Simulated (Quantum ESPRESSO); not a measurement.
# Magnetic state of Co2Ge from several starts, part 2 of 2

A self-consistent run ends on one state, which hangs on the start. Several orders of Co2Ge are started in Quantum ESPRESSO and their energies compared.

Quantum ESPRESSO 7.5; LDA; plane waves with GBRV 1.5 LDA potentials, no spin-orbit coupling.

So far, absolute magnetization (μB): step 2 (run 1, typed as ferro ++++++++) 4.21.

## (3) Run 2 (antiferro +−−++−−+)

Contents of pw.in:

```
&CONTROL
  calculation = 'scf'
  prefix = 'pwscf'
  outdir = './tmp'
  pseudo_dir = './pseudo'
  disk_io = 'nowf'
/
&SYSTEM
  ibrav = 0
  celldm(1) = 8
  nat = 12
  ntyp = 3
  ecutwfc = 40
  ecutrho = 280
  nbnd = 116
  occupations = 'smearing'
  smearing = 'fd'
  degauss = 0.00734986
  nspin = 2
  starting_magnetization(1) = 0.1176
  starting_magnetization(2) = -0.1176
  starting_magnetization(3) = 0
/
&ELECTRONS
  conv_thr = 2.4d-08
  electron_maxstep = 150
  mixing_beta = 0.3
/
ATOMIC_SPECIES
Co1    58.9332 co_lda_v1.2.uspp.F.UPF
Co2    58.9332 co_lda_v1.2.uspp.F.UPF
Ge     72.6300 ge_lda_v1.4.uspp.F.UPF
CELL_PARAMETERS alat
   1.1858031432027    0.0000000000000    0.0000000000000
   0.0000000000000    0.9023442245088    0.0000000000000
   0.0000000000000    0.0000000000000    1.7149264580979
ATOMIC_POSITIONS crystal
Co1     0.3257579700    0.2500000000    0.9375048800
Co2     0.8257579700    0.2500000000    0.5624951200
Co2     0.6742420300    0.7500000000    0.0624951200
Co1     0.1742420300    0.7500000000    0.4375048800
Co1     0.9624690100    0.2500000000    0.2235608800
Co2     0.4624690100    0.2500000000    0.2764391200
Co2     0.0375309900    0.7500000000    0.7764391200
Co1     0.5375309900    0.7500000000    0.7235608800
Ge      0.2963479300    0.2500000000    0.6050455400
Ge      0.7963479300    0.2500000000    0.8949544600
Ge      0.7036520700    0.7500000000    0.3949544600
Ge      0.2036520700    0.7500000000    0.1050455400
K_POINTS automatic
6 8 4 0 0 0
```

Run with:

```console
$ OMP_NUM_THREADS=1 mpirun -n 8 pw.x -nk 8 -in pw.in > pw.out
```

Log:

```text
[banner, memory and clock lines left out]
Program PWSCF v.7.5 starts

     Message from routine setup:
     using ibrav=0 with symmetry is DISCOURAGED, use correct ibrav instead

     bravais-lattice index     =            0
     lattice parameter (alat)  =       8.0000  a.u.
     unit-cell volume          =     939.5076 (a.u.)^3
     number of atoms/cell      =           12
     number of atomic types    =            3
     number of electrons       =       192.00
     number of Kohn-Sham states=          116
     kinetic-energy cutoff     =      40.0000  Ry
     charge density cutoff     =     280.0000  Ry
     scf convergence threshold =      2.4E-08
     mixing beta               =       0.3000
     number of iterations used =            8  plain     mixing
     Exchange-correlation=  SLA  PZ   NOGX NOGC
                           (   1   1   0   0   0   0   0)

     celldm(1)=   8.000000  celldm(2)=   0.000000  celldm(3)=   0.000000
     celldm(4)=   0.000000  celldm(5)=   0.000000  celldm(6)=   0.000000

     crystal axes: (cart. coord. in units of alat)
               a(1) = (   1.185803   0.000000   0.000000 )
               a(2) = (   0.000000   0.902344   0.000000 )
               a(3) = (   0.000000   0.000000   1.714926 )

     reciprocal axes: (cart. coord. in units 2 pi/alat)
               b(1) = (  0.843310  0.000000  0.000000 )
               b(2) = (  0.000000  1.108225  0.000000 )
               b(3) = (  0.000000  0.000000  0.583115 )

     PseudoPot. # 1 for Co read from file:
     co_lda_v1.2.uspp.F.UPF
     Pseudo is Ultrasoft + core correction, Zval = 17.0

     PseudoPot. # 2 for Co read from file:
     co_lda_v1.2.uspp.F.UPF
     Pseudo is Ultrasoft + core correction, Zval = 17.0

     PseudoPot. # 3 for Ge read from file:
     ge_lda_v1.4.uspp.F.UPF
     Pseudo is Ultrasoft + core correction, Zval = 14.0

     atomic species   valence    mass     pseudopotential
     Co1              17.00    58.93320     Co( 1.00)
     Co2              17.00    58.93320     Co( 1.00)
     Ge               14.00    72.63000     Ge( 1.00)

     Starting magnetic structure
     atomic species   magnetization
     Co1             0.118
     Co2            -0.118
     Ge              0.000

      4 Sym. Ops. (no inversion) found ( 3 have fractional translation)

   Cartesian axes

     site n.     atom                  positions (alat units)
         1        Co1    tau(   1) = (   0.3862848   0.2255861   1.6077519  )
         2        Co2    tau(   2) = (   0.9791864   0.2255861   0.9646378  )
         3        Co2    tau(   3) = (   0.7995183   0.6767582   0.1071745  )
         4        Co1    tau(   4) = (   0.2066167   0.6767582   0.7502887  )
         5        Co1    tau(   5) = (   1.1412988   0.2255861   0.3833905  )
         6        Co2    tau(   6) = (   0.5483972   0.2255861   0.4740728  )
         7        Co2    tau(   7) = (   0.0445044   0.6767582   1.3315360  )
         8        Co1    tau(   8) = (   0.6374059   0.6767582   1.2408537  )
         9        Ge     tau(   9) = (   0.3514103   0.2255861   1.0376086  )
        10        Ge     tau(  10) = (   0.9443119   0.2255861   1.5347811  )
        11        Ge     tau(  11) = (   0.8343928   0.6767582   0.6773179  )
        12        Ge     tau(  12) = (   0.2414913   0.6767582   0.1801454  )

     number of k points=    60  Fermi-Dirac smearing, width (Ry)=  0.0073
                       cart. coord. in units 2pi/alat
        k(    1) = (   0.0000000   0.0000000   0.0000000), wk =   0.0052083
        k(    2) = (   0.0000000   0.0000000   0.1457788), wk =   0.0104167
        k(    3) = (   0.0000000   0.0000000  -0.2915577), wk =   0.0052083
        k(    4) = (   0.0000000   0.1385281   0.0000000), wk =   0.0104167
        k(    5) = (   0.0000000   0.1385281   0.1457788), wk =   0.0208333
        [... 55 further k-points ...]

     Dense  grid:    74269 G-vectors     FFT dimensions: (  54,  40,  80)

     Smooth grid:    32113 G-vectors     FFT dimensions: (  40,  30,  60)

     Check: negative core charge=   -0.000036
     Generating pointlists ...
     new r_m :   0.2286 (alat units)  1.8287 (a.u.) for type    1
     new r_m :   0.2286 (alat units)  1.8287 (a.u.) for type    2
     new r_m :   0.2286 (alat units)  1.8287 (a.u.) for type    3

     Initial potential from superposition of free atoms

     starting charge     183.9971, renormalised to     192.0000
     Starting wfcs are  140 randomized atomic wfcs

     Self-consistent Calculation

     iteration #  1     ecut=    40.00 Ry     beta= 0.30
     Davidson diagonalization with overlap
     ethr =  1.00E-02,  avg # of iterations =  2.1

     total energy              =   -3228.36075060 Ry
     estimated scf accuracy    <      41.87903875 Ry

     total magnetization       =    -0.00 Bohr mag/cell
     absolute magnetization    =     9.41 Bohr mag/cell

     iteration #  2     ecut=    40.00 Ry     beta= 0.30
     Davidson diagonalization with overlap
     ethr =  1.00E-02,  avg # of iterations =  3.0

     total energy              =   -3235.87503666 Ry
     estimated scf accuracy    <      24.42920644 Ry

     total magnetization       =    -0.00 Bohr mag/cell
     absolute magnetization    =     3.89 Bohr mag/cell

     [... further iterations left out ...]

     iteration # 32     ecut=    40.00 Ry     beta= 0.30
     Davidson diagonalization with overlap
     ethr =  2.31E-11,  avg # of iterations =  3.0

     total energy              =   -3239.25288089 Ry
     estimated scf accuracy    <       0.00000003 Ry

     total magnetization       =    -0.01 Bohr mag/cell
     absolute magnetization    =     0.01 Bohr mag/cell

     iteration # 33     ecut=    40.00 Ry     beta= 0.30
     Davidson diagonalization with overlap
     ethr =  1.59E-11,  avg # of iterations =  2.4

     Magnetic moment per site  (integrated on atomic sphere of radius R)
     atom   1 (R=0.229)  charge= 15.3744  magn= -0.0006
     atom   2 (R=0.229)  charge= 15.3745  magn=  0.0001
     atom   3 (R=0.229)  charge= 15.3745  magn=  0.0001
     atom   4 (R=0.229)  charge= 15.3744  magn= -0.0006
     atom   5 (R=0.229)  charge= 15.3218  magn= -0.0002
     atom   6 (R=0.229)  charge= 15.3219  magn= -0.0016
     atom   7 (R=0.229)  charge= 15.3219  magn= -0.0016
     atom   8 (R=0.229)  charge= 15.3218  magn= -0.0002
     atom   9 (R=0.229)  charge= 11.6546  magn=  0.0000
     atom  10 (R=0.229)  charge= 11.6546  magn=  0.0000
     atom  11 (R=0.229)  charge= 11.6546  magn=  0.0000
     atom  12 (R=0.229)  charge= 11.6546  magn=  0.0000

     End of self-consistent calculation

     Number of k-points >= 100: set verbosity='high' to print the bands.

     the Fermi energy is    17.3397 ev

!    total energy              =   -3239.25288097 Ry
     estimated scf accuracy    <       0.00000001 Ry
     smearing contrib. (-TS)   =      -0.03599613 Ry
     internal energy E=F+TS    =   -3239.21688483 Ry

     The total energy is F=E-TS. E is the sum of the following terms:
     one-electron contribution =   -1653.33603728 Ry
     hartree contribution      =     981.18172955 Ry
     xc contribution           =    -487.91053532 Ry
     ewald contribution        =   -2079.15204178 Ry

     total magnetization       =    -0.00 Bohr mag/cell
     absolute magnetization    =     0.01 Bohr mag/cell

     convergence has been achieved in  33 iterations
```

Elapsed: 15 min, on 8 MPI ranks of Arm Neoverse N1, shared host; peak memory 2 GiB; 2.1 h of CPU time.

Spin moment in the atom's sphere by atom:

```csv
atom,spin moment in the atom's sphere (μB)
Co1,-0.0006
Co2,0.0001
Co3,0.0001
Co4,-0.0006
Co5,-0.0002
Co6,-0.0016
Co7,-0.0016
Co8,-0.0002
Ge9,0.0000
Ge10,0.0000
Ge11,0.0000
Ge12,0.0000
```

This step gave:

```
smearing term TS       : 0.4898 eV
magnetization          : 0 μB
absolute magnetization : 0.005 μB
final state            : non-magnetic
```

## (4) Start 3: antiferro +−−−+−++

pw.in, as its differences from that of step 3:

```diff
@@ -40,6 +40,6 @@
 Co2     0.6742420300    0.7500000000    0.0624951200
-Co1     0.1742420300    0.7500000000    0.4375048800
+Co2     0.1742420300    0.7500000000    0.4375048800
 Co1     0.9624690100    0.2500000000    0.2235608800
 Co2     0.4624690100    0.2500000000    0.2764391200
-Co2     0.0375309900    0.7500000000    0.7764391200
+Co1     0.0375309900    0.7500000000    0.7764391200
 Co1     0.5375309900    0.7500000000    0.7235608800
```

Log:

```text
     [... lines left out ...]
Program PWSCF v.7.5 starts
     [... lines left out ...]
     number of atoms/cell      =           12
     [... lines left out ...]
     number of electrons       =       192.00
     number of Kohn-Sham states=          116
     kinetic-energy cutoff     =      40.0000  Ry
     charge density cutoff     =     280.0000  Ry
     scf convergence threshold =      2.4E-08
     [... lines left out ...]
      2 Sym. Ops. (no inversion) found ( 1 have fractional translation)
     [... lines left out ...]
     number of k points=    70  Fermi-Dirac smearing, width (Ry)=  0.0073
     [... lines left out ...]
     iteration #150     ecut=    40.00 Ry     beta= 0.30
     [... lines left out ...]
     estimated scf accuracy    <       0.00001031 Ry
     total magnetization       =    -0.00 Bohr mag/cell
     absolute magnetization    =     0.23 Bohr mag/cell
     [... lines left out ...]
     convergence NOT achieved after 150 iterations: stopping
[key lines of the parts left out:]
total energy              =   -3239.25285221 Ry
```

It took 71 min on 8 MPI ranks; peak memory 2.2 GiB.

Residual by cycle:

cycle, log10 residual and a bar from the least value:
```
        1        2.8 ##############################
       15        0.1 ##################
       28       -2.2 ########
       42       -2.8 #####
       55       -2.9 ####
       69       -2.8 #####
       82       -3.0 ####
       96       -3.7 #
      109       -3.8 
      123       -3.8 
      136       -3.8 
      150       -3.9
```

No converged result was reached; the numbers in the log don't describe the system.

After 150 cycles the residual stands at 1.4e-4, against 5.3e-4 at cycle 76 and a least value of 7.9e-5. The cap of 150 cycles in the input ended the loop.

## (5) Ranking

An order is kept where moments of 0.15 μB or more survive with the typed signs; meshes match where a doubled cell samples the same k points as the first cell.

Orders:

```csv
start,final state,typed order kept,energy over the lowest (meV a seeded atom),largest site moment (μB),net moment (μB a cell of the first run),mesh matched,CPU time (s)
ferro ++++++++,ferromagnetic,yes,0,0.5988,3.607,yes,5237
antiferro +--++--+,non-magnetic,no,3.085,0.001616,0.004305,yes,7380
```

## (6) What came out

```json
{
 "lowest state found": "ferromagnetic (from ferro ++++++++)",
 "largest site moment": "0.599 μB",
 "state without moments": "3.08 meV a seeded atom higher"
}
```

What this shows: At this level spin polarisation gains little. 1 start lost its moments. This is the lowest of 2 collinear or spinless starts, no proof of the ground state. 1 further start did not converge. Energies are free energies at an electronic temperature of 1160 K, which lowers moments and differences where the moments are itinerant.

[Logs and program files are shortened in this print: banners, set-up blocks, solver, clock and traceback lines can be left out without a mark of their own.]

[Logs are printed without paths, hosts, clocks, repeated set-up lines and the standing remarks that a program may print on its own settings, such as how far it seeks lower states.]

[Hosts, paths, dates, database ids (printed as entryN), source tags and the programs' standing remarks are cut or masked in the printed files.]

[Where a cell is said to come from a database of computed structures, the database is the Materials Project.]
